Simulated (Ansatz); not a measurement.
# From r2SCAN to G0W0: VBiO4 (Dreyerite), part 2 of 3

Wanted: the gap of VBiO4 (Dreyerite) with a many-body correction, and the time that it takes.

Ansatz 0.2.0; r2SCAN, then G0W0 on it, plane waves, PAW. Known limits of the many-body steps: finite bands, screening cutoff and k mesh; no spin-orbit coupling in G0W0; no spin polarisation.

So far. Step 2 (Bands along the symmetry lines): Over mesh and path the gap is 2.949 eV, from k = (0.333, 0.333, -0.333) to k = (0.317, 0.317, -0.317). The least direct gap found is 2.952 eV, at k = (0.333, 0.333, -0.333). On the 6×6×6 mesh alone the same run gives 2.952 eV, so that mesh misses an edge of r2SCAN: 2.952 − 2.949 = +0.003 eV.

## Step 3: G0W0 on the 4×4×4 mesh

G0W0 replaces the xc potential by a self-energy built once from the orbitals of the start. Levels are corrected in the window of bands that the input names, at points of the mesh.

This step: G0W0 on r2SCAN, plane waves, PAW; PAW set soft_1.

Contents of input.yaml:

```yaml
crystal:
  lattice:
    - [-3.6515, 3.6515, 3.292]
    - [3.6515, -3.6515, 3.292]
    - [3.6515, 3.6515, -3.292]
  atoms:
    - { symbol: V, position: [0.5, 0.5, 0.0] }
    - { symbol: V, position: [0.25, 0.75, 0.5] }
    - { symbol: Bi, position: [0.75, 0.25, 0.5] }
    - { symbol: Bi, position: [0.0, 0.0, 0.0] }
    - { symbol: O, position: [0.152062534, 0.3328889632, 0.8191735708] }
    - { symbol: O, position: [0.0828889632, 0.7637153925, 0.6808264292] }
    - { symbol: O, position: [0.5137153925, 0.3328889632, 0.1808264292] }
    - { symbol: O, position: [0.0828889632, 0.402062534, 0.3191735708] }
    - { symbol: O, position: [0.597937466, 0.9171110368, 0.6808264292] }
    - { symbol: O, position: [0.6671110368, 0.847937466, 0.1808264292] }
    - { symbol: O, position: [0.2362846075, 0.9171110368, 0.3191735708] }
    - { symbol: O, position: [0.6671110368, 0.4862846075, 0.8191735708] }
kpoints:
  mp_grid: { grid: [4, 4, 4] }
hamiltonian:
  xc: r2scan
  pseudopotentials: { kind: paw, azcp: { folder: soft_1 } }
scf:
  occupations: { method: fixed }
gw:
  n_empty_bands: 962
  ecut_chi: 180.0
  qp_bands: [v4, c4]
  qp_kpoints: band_edges
  screening: { model: contour_deformation }
```

On the command line:

```bash
$ ansatz run input.yaml --threads 3 --pin off --max-ram 92160MiB --backend cuda --events-out ev --progress --plain --runs-dir out --devices 1 --max-vram 13GiB
```

Numbers of over 12 decimals in the logs are rounded to 6 here.

Log:

```text
GPUs: using 1 of 1 available (devices: 1).
[...]
GPU FFT provider: cuFFT
GPU libraries: cuBLAS 13.8.2, cuFFT 12.4.0, cuSOLVER 12.3.4
Crystal: 12 atoms, lattice volume = 175.575 Å³
Basis set: ecut = 500 eV, 4449 PW (Γ), exchange–correlation on 180×180×180 points (64 copies of the dense FFT grid, shifted against one another)
Bands: 64, of which v1, the nominal top of the filled ones, is band 52 counted from 1 (51 counted from 0)
Symmetry: 16 space group operations
[...]
k-points: 13 of 64
[...]
GPU buffer pool allocated for 91125 grid points (all kernels)
[...]
SCF iter   1: F=—  HF=-35215.685630 eV  |F-HF|=—  |Δ(HF+E_count)|=         —  Δρ=6.67e-2  dr2=1.36e1  dr2_τ=9.56e-1  ethr=3.10e-3  ⟨swp⟩=4.1  Hψ=2590  notcnv=0  defer=104
[...]
SCF iter  10: F=-35213.968993 eV  HF=-35213.968994 eV  |F-HF|=1.52e-8  |Δ(HF+E_count)|=   5.96e-8  Δρ=3.05e-6  dr2=2.40e-8  dr2_τ=6.37e-10  ethr=9.62e-11  ⟨swp⟩=9.8  Hψ=2926  notcnv=0
SCF 1 converged in 10 iterations: F = -35213.968993 eV  dr2 = 2.40e-8
[...]
NSCF: frozen V_eff on 13 k-points
the band table was solved once the SCF had ended and its energy, with any forces and stress, was formed, with the checks that follow a solve (3070 applications of the Hamiltonian). They found nothing against the state; the energy, forces and stress were not computed again (output.eigenvalues in the input reference)
[...]
G₀W₀ screening: q 1/13
[... further progress lines ...]
[...]
SCF converged after 10 iterations
Free energy (F): -35213.968993 eV
[...]
Internal energy: -35213.968993 eV  (E = F + TS)
E sigma→0 (E₀):  -35213.968993 eV
Fermi energy:    5.924880 eV
[...]
--- Band table (eV; the first three rows and the last of 13) ---
  k-point 0: bands = [... 48 lower, 5.2536, 5.4227, 5.4227, 5.6508, 9.4641, 9.9996, 10.0343, 10.0460, ... 8 higher]
  k-point 1: bands = [... 48 lower, 5.3157, 5.3186, 5.5302, 5.5813, 9.4882, 9.8638, 9.9878, 10.0902, ... 8 higher]
  k-point 2: bands = [... 48 lower, 5.3326, 5.3326, 5.5606, 5.5606, 9.6391, 9.6391, 9.9455, 9.9455, ... 8 higher]
  k-point 12: bands = [... 48 lower, 5.1690, 5.1690, 5.3966, 5.3966, 9.8044, 9.8044, 9.9154, 9.9154, ... 8 higher]
--- G₀W₀: contour deformation, 6 samples at zero and on the imaginary axis and 1 off it, 64 q-points, 962 empty bands' worth ---
  eigenvalues of the whole cell's RPA ε∞ on this k-mesh (on a slab, of 1 + 4πα/V) = 4.5103, 4.5103, 5.8366; static W/v taken at q = 0 is 0.203016
  gw.qp_kpoints: band_edges: 12 of 13 stored k-points solved, in 1 pass; an edge of the gap read off the rows below is read off those points alone
    valence top: of the k-points left out ik 12 came nearest to being solved in a further pass, in band 51 (counted from 1, as in the quasiparticle table): it holds the edge there only if its correction is more favourable than any solved in that band by at least 0.491 eV; those differ by 0.080 eV
    conduction bottom: of the k-points left out ik 12 came nearest to being solved in a further pass, in band 54 (counted from 1, as in the quasiparticle table): it holds the edge there only if its correction is more favourable than any solved in that band by at least 0.660 eV; those differ by 0.258 eV
    ik  band        ε_KS         Σx   Σc(E_QP)       V_xc       Z   E_QP_lin       E_QP  E_QP is
     0    49      5.2536   -25.2568     4.5693   -20.3869  0.7163     4.9512     4.9529  root
     0    50      5.4227   -25.5242     4.2955   -20.9902  0.7223     5.1832     5.1842  root
     0    51      5.4227   -25.5242     4.2955   -20.9902  0.7223     5.1832     5.1842  root
     0    52      5.6508   -25.6188     4.4680   -20.8814  0.7201     5.3800     5.3813  root
     0    53      9.4641   -15.8355    -6.4468   -23.4236  0.7171    10.6308    10.6055  root
     0    54      9.9996   -17.0825    -6.2612   -24.5626  0.7034    11.2506    11.2184  root
     0    55     10.0343   -16.8380    -6.4200   -24.4171  0.7030    11.2249    11.1934  root
     0    56     10.0460   -14.5535    -5.5954   -21.1195  0.7462    11.0321    11.0165  root
     1    49      5.3157   -25.3731     4.3011   -20.8233  0.7219     5.0658     5.0669  root
     1    50      5.3186   -24.7291     3.3927   -21.0409  0.7389     5.0217     5.0230  root
     1    51      5.5302   -25.4674     4.4718   -20.7158  0.7197     5.2490     5.2505  root
     1    52      5.5813   -25.1713     3.7663   -21.1685  0.7308     5.3439     5.3448  root
     1    53      9.4882   -15.7898    -6.2625   -23.1709  0.7208    10.6305    10.6068  root
     1    54      9.8638   -16.7114    -6.1789   -24.0402  0.7106    11.0416    11.0137  root
     1    55      9.9878   -16.9258    -6.3555   -24.4749  0.7038    11.2131    11.1814  root
     1    56     10.0902   -16.8000    -6.3267   -24.2476  0.7087    11.2398    11.2111  root
     2    49      5.3326   -25.2683     4.4973   -20.4789  0.7182     5.0389     5.0405  root
     2    50      5.3326   -25.2683     4.4973   -20.4789  0.7182     5.0389     5.0405  root
     2    51      5.5606   -24.8223     3.3193   -21.2582  0.7378     5.3148     5.3157  root
     2    52      5.5606   -24.8223     3.3193   -21.2582  0.7378     5.3148     5.3157  root
     2    53      9.6391   -16.1654    -6.0301   -23.3030  0.7199    10.7705    10.7467  root
     2    54      9.6391   -16.1654    -6.0301   -23.3030  0.7199    10.7705    10.7467  root
     2    55      9.9455   -16.7884    -6.4165   -24.3704  0.7059    11.1413    11.1110  root
     2    56      9.9455   -16.7884    -6.4165   -24.3704  0.7059    11.1413    11.1110  root
     3    49      5.1873   -25.1630     4.4908   -20.3741  0.7172     4.8874     4.8891  root
     3    50      5.2772   -25.3074     4.3194   -20.7268  0.7210     5.0148     5.0161  root
     3    51      5.5718   -24.8896     3.4820   -21.1503  0.7361     5.3135     5.3145  root
     3    52      5.5866   -25.5506     4.4734   -20.8020  0.7198     5.3101     5.3114  root
     3    53      9.5481   -15.4695    -6.0147   -22.4930  0.7305    10.5758    10.5569  root
     3    54      9.5581   -15.9726    -6.3577   -23.4730  0.7168    10.7265    10.7009  root
     3    55      9.7511   -15.5231    -6.1293   -22.6789  0.7242    10.7986    10.7776  root
     3    56      9.9381   -16.8880    -6.2193   -24.3103  0.7065    11.1717    11.1411  root
     4    49      5.2387   -25.1778     4.4850   -20.3913  0.7179     4.9354     4.9372  root
     4    50      5.4075   -25.2747     4.3951   -20.5910  0.7202     5.1174     5.1189  root
     4    51      5.5566   -25.1207     3.5910   -21.2867  0.7332     5.3127     5.3136  root
     4    52      5.7441   -24.7590     3.1144   -21.3939  0.7425     5.4925     5.4934  root
     4    53      9.3494   -15.5796    -6.0698   -22.6817  0.7301    10.4009    10.3816  root
     4    54      9.6278   -16.0364    -6.1767   -23.3217  0.7195    10.7605    10.7364  root
     4    55      9.7578   -16.2514    -6.2764   -23.6533  0.7149    10.9091    10.8833  root
     4    56      9.8731   -16.5963    -6.2863   -24.0526  0.7092    11.0719    11.0431  root
[...]
10    53      9.5261   -15.6597    -6.1032   -22.8586  0.7258    10.6438    10.6217  root
    10    54      9.7274   -16.0567    -5.9530   -23.0783  0.7241    10.8180    10.7961  root
    10    55      9.9420   -16.8778    -6.2390   -24.3182  0.7066    11.1739    11.1434  root
    10    56     10.0414   -16.7297    -6.2280   -24.0592  0.7099    11.1702    11.1429  root
    11    49      5.1809   -24.9932     4.4891   -20.1866  0.7175     4.8615     4.8634  root
    11    50      5.1809   -24.9932     4.4891   -20.1866  0.7175     4.8615     4.8634  root
    11    51      5.5293   -24.8319     3.2298   -21.3556  0.7392     5.2820     5.2829  root
    11    52      5.5293   -24.8319     3.2298   -21.3556  0.7392     5.2820     5.2829  root
    11    53      9.6490   -15.8989    -5.8753   -22.8318  0.7280    10.7273    10.7066  root
    11    54      9.6490   -15.8989    -5.8753   -22.8318  0.7280    10.7273    10.7066  root
    11    55      9.9024   -16.5138    -6.2558   -23.9213  0.7107    11.0821    11.0542  root
    11    56      9.9024   -16.5138    -6.2558   -23.9213  0.7107    11.0821    11.0542  root
```

The job ended after 1.7 min (1 × NVIDIA H100 80GB HBM3 (shared by 6 runs) with 3 threads of AMD EPYC 7R13 (Zen 3), shared host; peak memory 4.1 GiB; 2.3 min of CPU time).

Numbers from this step:

| Item | Value |
| --- | --- |
| bands summed | 1014 |
| RPA ε∞ on this mesh (eigenvalues) | 4.510, 4.510, 5.837 |
| plane waves in the screening matrix | 951 |
| q-points in the mesh | 64 |
| G0W0 gap over the corrected points | 4.444 eV |
| k of the valence top | 0, -0.5, 0 |
| k of the conduction bottom | 0, -0.5, 0 |
| starting gap on the mesh | 3.169 eV |
| Z at the valence top | 0.7480 |
| Z at the conduction bottom | 0.7334 |
| least direct G0W0 gap over the corrected points | 4.444 eV |

Over 12 of 13 irreducible mesh points the G0W0 gap is 4.444 eV, direct, at k = (0.000, -0.500, 0.000). The r2SCAN gap of this run on the mesh is 3.169 eV. The two states that bound the G0W0 gap lie that far apart at the start, so the correction of the gap is 4.444 − 3.169 = +1.275 eV. The start of this run differs from the step before in mesh (6×6×6 and 4×4×4).

Labels follow the order of the start: v1 is the top filled band, c1 the lowest empty one; levels that stay degenerate share a row, the window can cut a multiplet, doubted levels are not marked in this list, bands outside the window were not corrected, and the list may be a part of the corrected levels. Levels before and after the correction, in eV, zero at the valence-band top of each column:

|  | conduction bottom | valence top |
| --- | --- | --- |
| Kohn-Sham | 3.17 | 0.00 |
| G0W0 | 4.44 | 0.00 |

|  | level | occupation | energy (eV) |
| --- | --- | --- | --- |
| Kohn-Sham | (0 -0.5 0) v4 | 2 | -0.820 |
| Kohn-Sham | (0 -0.5 0) v3 | 2 | -0.578 |
| Kohn-Sham | (0 -0.5 0) v2 | 2 | -0.423 |
| Kohn-Sham | (0 -0.5 0) v1 | 2 | 0.000 |
| Kohn-Sham | (0 -0.5 0) c1 | 0 | 3.169 |
| Kohn-Sham | (0 -0.5 0) c2 | 0 | 3.688 |
| Kohn-Sham | (0 -0.5 0) c3 | 0 | 3.759 |
| Kohn-Sham | (0 -0.5 0) c4 | 0 | 3.929 |
| G0W0 | (0 -0.5 0) v4 | 2 | -0.886 |
| G0W0 | (0 -0.5 0) v3 | 2 | -0.559 |
| G0W0 | (0 -0.5 0) v2 | 2 | -0.443 |
| G0W0 | (0 -0.5 0) v1 | 2 | 0.000 |
| G0W0 | (0 -0.5 0) c1 | 0 | 4.444 |
| G0W0 | (0 -0.5 0) c2 | 0 | 4.981 |
| G0W0 | (0 -0.5 0) c3 | 0 | 5.171 |
| G0W0 | (0 -0.5 0) c4 | 0 | 5.374 |

The parts of the quasiparticle energy for the two states that bound the G0W0 gap, in eV on the run's own scale (QP = start + Σx + Σc − Vxc, with Σc at the quasiparticle energy):

| edge | k | band | start | Σx | Σc | Vxc | Z | QP |
| --- | --- | --- | --- | --- | --- | --- | --- | --- |
| valence top | (0.000, -0.500, 0.000) | 52 | 5.925 | −24.605 | 2.971 | −21.371 | 0.748 | 5.661 |
| conduction bottom | (0.000, -0.500, 0.000) | 53 | 9.094 | −15.311 | −6.209 | −22.531 | 0.733 | 10.105 |

(Part 2 of 3 ends here.)

[Paths, hosts, dates, memory and timing lines, banners, echoed tables and standing remarks are left out of the program output.]

[Logs are printed without paths, hosts, clocks, repeated set-up lines and the standing remarks that a program may print on its own settings, such as how far it seeks lower states.]

[Runs of the session that timed out or met a known fault of the program may be left out.]

[Cells called generated may have been cut or substituted from an entry of the Crystallography Open Database or the Materials Project.]

[Hosts, paths, dates, database ids (printed as entryN), source tags and the programs' standing remarks are cut or masked in the printed files.]

[Where an RPA ε∞ is given, it is that of the G0W0 mesh and is not shown converged in it. Names of k-points follow the symmetry that the program found, which can be lower than the space group named. Band edges on a path are those of the sampled points; other points can move an edge, and change direct to indirect where valleys lie close.]

[Hybrid gaps are those of their k-mesh and are not shown converged in it.]
